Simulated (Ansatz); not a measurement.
# Quasiparticle gap of AlN (P6_3mc), part 2 of 2

How far does one-shot GW move the PBE gap of AlN (P6_3mc)?

Ansatz 0.2.0; PBE, then G0W0 on it, plane waves, PAW. Known limits of the many-body steps: finite bands, screening cutoff and k mesh; no spin-orbit coupling in G0W0.

So far. Step 2 (The PBE band structure): Over mesh and path the gap is 4.213 eV, direct, at k = Γ.

The database entry behind the starting cell differs from later determinations by our own check (inner coordinate u about 0.002 short), so it need not match the best structure at ambient conditions.

In doubt: masses and optical values from hybrid runs of this build are listed as unsure (in some of the runs), which bears on the screening that GW takes from such a start.

### Step 3. One-shot GW

G0W0 replaces the xc potential by a self-energy built once from the orbitals of the start. Levels are corrected in the window of bands that the input names, at points of the mesh.

This step: G0W0 on PBE, plane waves, PAW.

File input.yaml:

```yaml
crystal:
  lattice:
    - [3.113, 0.0, 0.0]
    - [-1.5565, 2.695937082, 0.0]
    - [0.0, 0.0, 4.981]
  atoms:
    - { symbol: Al, position: [0.3333333333, 0.6666666667, 0.0] }
    - { symbol: Al, position: [0.6666666667, 0.3333333333, 0.5] }
    - { symbol: "N", position: [0.3333333333, 0.6666666667, 0.38] }
    - { symbol: "N", position: [0.6666666667, 0.3333333333, 0.88] }
kpoints:
  mp_grid: { grid: [6, 6, 4] }
hamiltonian:
  xc: pbe
scf:
  occupations: { method: fixed }
gw:
  n_empty_bands: 268
  ecut_chi: 200.0
  qp_bands: [v2, c2]
  qp_kpoints: band_edges
  screening: { model: contour_deformation }
```

Launch:

```bash
$ ansatz run input.yaml --threads 2 --pin off --max-ram 92160MiB --backend cuda --events-out ev --progress --plain --runs-dir out --devices 1 --max-vram 13GiB  # rebuilt from the run's record
```

Numbers of over 12 decimals in the logs are rounded to 6 here.

The log of the run:

```text
GPUs: using 1 of 1 available (devices: 1).
[...]
GPU FFT provider: cuFFT
GPU libraries: cuBLAS 13.8.2, cuFFT 12.4.0, cuSOLVER 12.3.4
Crystal: 4 atoms, lattice volume = 41.803 Å³
Basis set: ecut = 420 eV, 809 PW (Γ)
Bands: 12, of which v1, the nominal top of the filled ones, is band 8 counted from 1 (7 counted from 0)
Symmetry: 12 space group operations
[...]
k-points: 21 of 144 (time reversal used)
[...]
GPU buffer pool allocated for 20736 grid points (all kernels)
[...]
SCF iter   1: F=—  HF=-1848.496222 eV  |F-HF|=—  |Δ(HF+E_count)|=         —  Δρ=8.06e-4  dr2=1.23e-4  ethr=1.77e-3  ⟨swp⟩=4.5  Hψ=1407  notcnv=0  defer=34
[...]
SCF iter   6: F=-1848.496645 eV  HF=-1848.496645 eV  |F-HF|=2.09e-11  |Δ(HF+E_count)|=   5.49e-9  Δρ=2.51e-7  dr2=1.37e-11  ethr=2.08e-11  ⟨swp⟩=3.9  Hψ=1354  notcnv=0
SCF 1 converged in 6 iterations: F = -1848.496645 eV  dr2 = 1.37e-11
[...]
NSCF: frozen V_eff on 21 k-points, pencils in batches of 32, up to order 48
the band table was solved once the SCF had ended and its energy, with any forces and stress, was formed, with the checks that follow a solve (1535 applications of the Hamiltonian). They found nothing against the state; the energy, forces and stress were not computed again (output.eigenvalues in the input reference)
[...]
NSCF: frozen V_eff on 21 k-points
G₀W₀ screening: q 1/21
[... further progress lines ...]
SCF converged after 6 iterations
Free energy (F): -1848.496645 eV
[...]
Internal energy: -1848.496645 eV  (E = F + TS)
E sigma→0 (E₀):  -1848.496645 eV
Fermi energy:    7.120255 eV
[...]
--- Band table (eV; the first three rows and the last of 21) ---
  k-point 0: bands = [... 4 lower, 6.2913, 6.9408, 6.9408, 7.1203, 11.3329, 13.7887, 17.7307, 18.2934]
  k-point 1: bands = [... 4 lower, 6.3817, 6.3817, 6.8408, 6.8408, 12.2882, 13.9058, 17.4023, 18.2604]
  k-point 2: bands = [... 4 lower, 6.6064, 6.6064, 6.6064, 6.6064, 13.5862, 13.5862, 17.4715, 17.4715]
  k-point 20: bands = [... 4 lower, 3.3013, 3.3013, 6.3424, 6.3424, 14.5526, 14.5526, 14.9886, 14.9886]
--- G₀W₀: contour deformation, 6 samples at zero and on the imaginary axis and 2 off it, 144 q-points, 268 empty bands' worth ---
  eigenvalues of the whole cell's RPA ε∞ on this k-mesh (on a slab, of 1 + 4πα/V) = 4.2124, 4.2124, 4.3627; static W/v taken at q = 0 is 0.235000
  bands read: the sum over 276 bands ends inside a degenerate multiplet in 1 slot, whose members it reads at an even weight; the widest, k=1: bands 276 to 277 (counted from 1) at 1/2 each
  gw.qp_kpoints: band_edges: 15 of 21 stored k-points solved, in 1 pass; an edge of the gap read off the rows below is read off those points alone
    valence top: of the k-points left out ik 13 came nearest to being solved in a further pass, in band 8 (counted from 1, as in the quasiparticle table): it holds the edge there only if its correction is more favourable than any solved in that band by at least 0.534 eV; those differ by 0.203 eV
    conduction bottom: of the k-points left out ik 16 came nearest to being solved in a further pass, in band 9 (counted from 1, as in the quasiparticle table): it holds the edge there only if its correction is more favourable than any solved in that band by at least 1.411 eV; those differ by 0.349 eV
    ik  band        ε_KS         Σx   Σc(E_QP)       V_xc       Z   E_QP_lin       E_QP  E_QP is
     0     7      6.9408   -21.7199     2.9486   -17.6741  0.7803     5.8322     5.8435  root
     0     8      7.1203   -21.7804     2.8961   -17.8147  0.7803     6.0401     6.0506  root
     0     9     11.3329    -9.7927    -4.0266   -14.4516  0.8155    11.9677    11.9651  root
     0    10     13.7887    -7.9298    -4.5086   -13.1978  0.8226    14.5525    14.5481  root
     1     7      6.8408   -21.7229     2.9834   -17.6303  0.7799     5.7199     5.7316  root
     1     8      6.8408   -21.7229     2.9834   -17.6303  0.7799     5.7199     5.7316  root
     1     9     12.2882   -10.1336    -4.1209   -14.9349  0.8091    12.9717    12.9685  root
     1    10     13.9058    -8.2242    -4.5490   -13.5428  0.8182    14.6800    14.6754  root
     2     7      6.6064   -21.7192     3.0570   -17.5271  0.7788     5.4586     5.4712  root
     2     8      6.6064   -21.7192     3.0570   -17.5271  0.7788     5.4586     5.4712  root
     2     9     13.5862    -9.3620    -4.4986   -14.6289  0.8070    14.3593    14.3545  root
     2    10     13.5862    -9.3620    -4.4986   -14.6289  0.8070    14.3593    14.3545  root
     3     7      6.8621   -21.7950     2.9815   -17.7082  0.7798     5.7452     5.7568  root
     3     8      6.9497   -21.7534     2.9475   -17.7179  0.7796     5.8506     5.8618  root
     3     9     12.6160   -10.1082    -4.1896   -14.9997  0.8073    13.3214    13.3179  root
     3    10     14.8485    -7.8847    -4.6858   -13.3760  0.8159    15.6595    15.6540  root
     4     7      6.5937   -21.5314     3.0244   -17.3754  0.7789     5.4495     5.4622  root
     4     8      6.7039   -21.7231     3.0208   -17.5788  0.7793     5.5682     5.5804  root
     4     9     13.0506    -9.6056    -4.3093   -14.6261  0.8067    13.7656    13.7617  root
     4    10     14.8757    -8.2323    -4.7599   -13.7948  0.8078    15.6841    15.6782  root
     6     7      6.2571   -21.2756     3.0695   -17.0532  0.7778     5.0906     5.1043  root
     6     8      6.6040   -21.7682     3.0534   -17.5811  0.7788     5.4577     5.4703  root
     6     9     13.3766    -7.1766    -4.3976   -12.2039  0.8191    14.0094    14.0063  root
     6    10     13.8361    -6.1822    -4.4893   -11.2594  0.8185    14.4269    14.4240  root
     7     7      6.3376   -21.4993     3.0933   -17.2521  0.7776     5.1699     5.1836  root
     7     8      6.3789   -21.6338     3.1013   -17.3740  0.7781     5.2069     5.2204  root
     7     9     12.7863    -6.8279    -4.2985   -11.7021  0.8234    13.3644    13.3620  root
     7    10     13.7559    -6.6416    -4.4741   -11.7307  0.8186    14.3740    14.3709  root
     8     7      5.8941   -21.4193     3.2180   -16.9922  0.7762     4.6693     4.6850  root
     8     8      5.8941   -21.4193     3.2180   -16.9922  0.7762     4.6693     4.6850  root
     8     9     13.0576    -6.9373    -4.3307   -11.8566  0.8209    13.6487    13.6461  root
     8    10     13.0576    -6.9373    -4.3307   -11.8566  0.8209    13.6487    13.6461  root
     9     7      5.3586   -20.3052     3.1466   -15.9419  0.7760     4.1249     4.1419  root
     9     8      6.4645   -21.7406     3.0891   -17.5029  0.7783     5.3028     5.3159  root
     9     9     12.9389    -6.7135    -4.2415   -11.4995  0.8196    13.4857    13.4834  root
     9    10     12.9554    -6.1341    -4.3031   -11.0013  0.8292    13.5218    13.5195  root
    10     7      5.9357   -21.1555     3.1444   -16.8233  0.7767     4.7329     4.7480  root
    10     8      6.2167   -21.5905     3.1405   -17.2746  0.7775     5.0272     5.0414  root
    10     9     12.2074    -6.4461    -4.1639   -11.1264  0.8276    12.7256    12.7237  root
    10    10     13.0398    -6.4527    -4.3185   -11.3433  0.8252    13.6144    13.6119  root
[...]
17     7      6.1446   -21.5341     3.1371   -17.2258  0.7769     4.9592     4.9734  root
    17     8      6.1446   -21.5341     3.1371   -17.2258  0.7769     4.9592     4.9734  root
    17     9     13.3856    -7.0193    -4.3808   -12.0087  0.8178    13.9971    13.9941  root
    17    10     13.3856    -7.0193    -4.3808   -12.0087  0.8178    13.9971    13.9941  root
    18     7      4.7538   -20.7521     3.4547   -16.0247  0.7689     3.4600     3.4812  root
    18     8      4.7538   -20.7521     3.4547   -16.0247  0.7689     3.4600     3.4812  root
    18     9     12.1886    -4.8746    -4.1913    -9.4852  0.8334    12.6091    12.6078  root
    18    10     15.4863    -7.6781    -4.9698   -13.4191  0.7922    16.2642    16.2575  root
    20     7      6.3424   -21.7357     3.1122   -17.4711  0.7773     5.1764     5.1900  root
    20     8      6.3424   -21.7357     3.1122   -17.4711  0.7773     5.1764     5.1900  root
    20     9     14.5526    -6.8562    -4.6964   -12.2093  0.8046    15.2135    15.2093  root
    20    10     14.5526    -6.8562    -4.6964   -12.2093  0.8046    15.2135    15.2093  root
```

Run time: 12 s. Hardware: 1 × NVIDIA H100 80GB HBM3 (shared by 6 runs) with 2 threads of AMD EPYC 7R13 (Zen 3), shared host; peak memory 1.3 GiB; 19 s of CPU time.

Numbers from this step:

| Quantity | Value |
| --- | --- |
| bands summed | 276 |
| RPA ε∞ on this mesh (eigenvalues) | 4.212, 4.212, 4.363 |
| plane waves in the screening matrix | 287 |
| q-points in the mesh | 144 |
| G0W0 gap over the corrected points | 5.914 eV |
| k of the valence top | 0, 0, 0 |
| k of the conduction bottom | 0, 0, 0 |
| starting gap on the mesh | 4.213 eV |
| Z at the valence top | 0.7803 |
| Z at the conduction bottom | 0.8155 |
| least direct G0W0 gap over the corrected points | 5.914 eV |

Over 15 of 21 irreducible mesh points the G0W0 gap is 5.914 eV, direct, at k = Γ. The PBE gap of this run on the mesh is 4.213 eV. The two states that bound the G0W0 gap lie that far apart at the start, so the correction of the gap is 5.914 − 4.213 = +1.701 eV. The start of this run differs from the step before in mesh (12×12×6 and 6×6×4).

Labels follow the order of the start: v1 is the top filled band, c1 the lowest empty one; levels that stay degenerate share a row, the window can cut a multiplet, doubted levels are not marked in this list, bands outside the window were not corrected, and the list may be a part of the corrected levels. The levels before and after the correction (eV, zero at the valence-band top of each column):

|  | conduction bottom | valence top |
| --- | --- | --- |
| Kohn-Sham | 4.21 | 0.00 |
| G0W0 | 5.91 | 0.00 |

|  | level | occupation | energy (eV) |
| --- | --- | --- | --- |
| Kohn-Sham | Γ v2 | 2 | -0.179 |
| Kohn-Sham | Γ v1 | 2 | 0.000 |
| Kohn-Sham | Γ c1 | 0 | 4.213 |
| Kohn-Sham | Γ c2 | 0 | 6.668 |
| G0W0 | Γ v2 | 2 | -0.207 |
| G0W0 | Γ v1 | 2 | 0.000 |
| G0W0 | Γ c1 | 0 | 5.914 |
| G0W0 | Γ c2 | 0 | 8.497 |

The parts of the quasiparticle energy for the two states that bound the G0W0 gap, in eV on the run's own scale (QP = start + Σx + Σc − Vxc, with Σc at the quasiparticle energy):

| edge | k | band | start | Σx | Σc | Vxc | Z | QP |
| --- | --- | --- | --- | --- | --- | --- | --- | --- |
| valence top | Γ | 8 | 7.120 | −21.780 | 2.896 | −17.815 | 0.780 | 6.051 |
| conduction bottom | Γ | 9 | 11.333 | −9.793 | −4.027 | −14.452 | 0.816 | 11.965 |

### Step 4. Side by side

Each gap is the least one over the points named; times are wall times on shared hosts, not benchmarks. A G0W0 time includes the run's own self-consistent start. Rows marked * are further runs, not shown as steps, whose inputs differ from the G0W0 step on the same start in the columns given; solver thresholds can differ too.

| level | mesh | files, cutoff | bands summed, screening | points | gap (eV) | valence top | conduction bottom | least direct gap (eV) | time |
| --- | --- | --- | --- | --- | --- | --- | --- | --- | --- |
| PBE | 12×12×6 | soft_2 PAW, 420 eV | - | mesh and path | 4.213 | Γ | Γ | 4.213 | 2.7 s |
| G0W0@PBE* | 6×6×4 | soft_2 PAW, 420 eV | 52, 60 eV | 15 of 21 irreducible mesh points | 5.484 | Γ | Γ | 5.484 | 12 s |
| G0W0@PBE* | 6×6×4 | soft_2 PAW, 420 eV | 132, 120 eV | 15 of 21 irreducible mesh points | 5.808 | Γ | Γ | 5.808 | 13 s |
| G0W0@PBE | 6×6×4 | soft_2 PAW, 420 eV | 276, 200 eV | 15 of 21 irreducible mesh points | 5.914 | Γ | Γ | 5.914 | 12 s |
| G0W0@PBE* | 6×6×2 | soft_2 PAW, 420 eV | 132, 120 eV | 12 of 14 irreducible mesh points | 5.824 | Γ | Γ | 5.824 | 8.1 s |
| G0W0@PBE* | 6×6×4 | soft_2 PAW, 420 eV | 132, 120 eV, plasmon pole | 15 of 21 irreducible mesh points | 5.759 | Γ | Γ | 5.759 | 14 s |

### Step 5. Outcome

| Property | Result |
| --- | --- |
| PBE gap over mesh and path | 4.213 eV, direct, at k = Γ |
| G0W0@PBE gap over 15 of 21 irreducible mesh points | 5.914 eV, direct, at k = Γ |
| estimated limit in bands and cutoff, on this mesh | 6.011 eV |
| GW settings | 6×6×4 mesh, 268 empty bands, screening to 200 eV |
| known limits | finite bands, screening cutoff and k mesh; no spin-orbit coupling in G0W0 |

**Reading.** Over 15 of 21 irreducible mesh points the G0W0 gap is 5.914 eV, direct, at k = Γ. The PBE gap of this run on the mesh is 4.213 eV. The two states that bound the G0W0 gap lie that far apart at the start, so the correction of the gap is 5.914 − 4.213 = +1.701 eV. The valence state moves by 6.051 − 7.120 = −1.069 eV and the conduction state by 11.965 − 11.333 = +0.632 eV, on the run's own scale; with 52 bands the edge states move by −0.303 and +0.968 eV, so the split between the edges depends on the bands and cutoff. Both edges that PBE shows over mesh and path lie at k points where levels were corrected. Levels at other points were not corrected, so a lower G0W0 gap elsewhere in the zone is not ruled out. From 52 bands and 60 eV to 276 bands and 200 eV the gap moves by 5.914 − 5.484 = +0.430 eV (rung by rung 5.484, 5.808, 5.914 eV); bands and screening cutoff rise together, so their parts are not told apart. A line in one over the bands through the two highest rungs gives 5.914 + (5.914 − 5.808) × 132 / (276 − 132) = 6.011 eV, and through the pair below 5.808 + (5.808 − 5.484) × 52 / (132 − 52) = 6.019 eV. The two agree within 0.03 eV and the same two states bound the gap in each rung, so 6.011 eV is taken as an estimate of the limit on this mesh. With the 6×6×2 mesh in place of the 6×6×4 mesh and all else as in the G0W0@PBE row with 132 bands, the gap differs by 5.824 − 5.808 = +0.016 eV, and that of the start by 4.213 − 4.213 = +0.000 eV. With the plasmon pole model in place of the contour deformation model and all else as in the G0W0@PBE row with 132 bands, the gap differs by 5.759 − 5.808 = −0.049 eV. G0W0 on other starts in this series, not shown as steps and not all at these settings: 6.445 eV on HSE06 (6×6×4, soft_2 PAW, 132 bands, 120 eV) and 5.817 eV on LDA (6×6×4, soft_2 PAW, 132 bands, 120 eV). The G0W0 runs are scalar-relativistic. G0W0@PBE runs of this series with other atomic data on the same mesh, not shown as steps, give 5.761 eV (hard PAW, 900 eV, 140 bands, screening to 120 eV; the table's row with the same empty bands and screening cutoff has 5.808 eV); where bands and cutoffs differ too, the part of the files is not isolated.

[Paths, hosts, dates, memory and timing lines, banners, echoed tables and standing remarks are left out of the program output.]

[Logs are printed without paths, hosts, clocks, repeated set-up lines and the standing remarks that a program may print on its own settings, such as how far it seeks lower states.]

[Runs of the session that timed out or met a known fault of the program may be left out.]

[Cells called generated may have been cut or substituted from an entry of the Crystallography Open Database or the Materials Project.]

[Hosts, paths, dates, database ids (printed as entryN), source tags and the programs' standing remarks are cut or masked in the printed files.]

[Where an RPA ε∞ is given, it is that of the G0W0 mesh and is not shown converged in it. Names of k-points follow the symmetry that the program found, which can be lower than the space group named. Band edges on a path are those of the sampled points; other points can move an edge, and change direct to indirect where valleys lie close.]

[Hybrid gaps are those of their k-mesh and are not shown converged in it.]
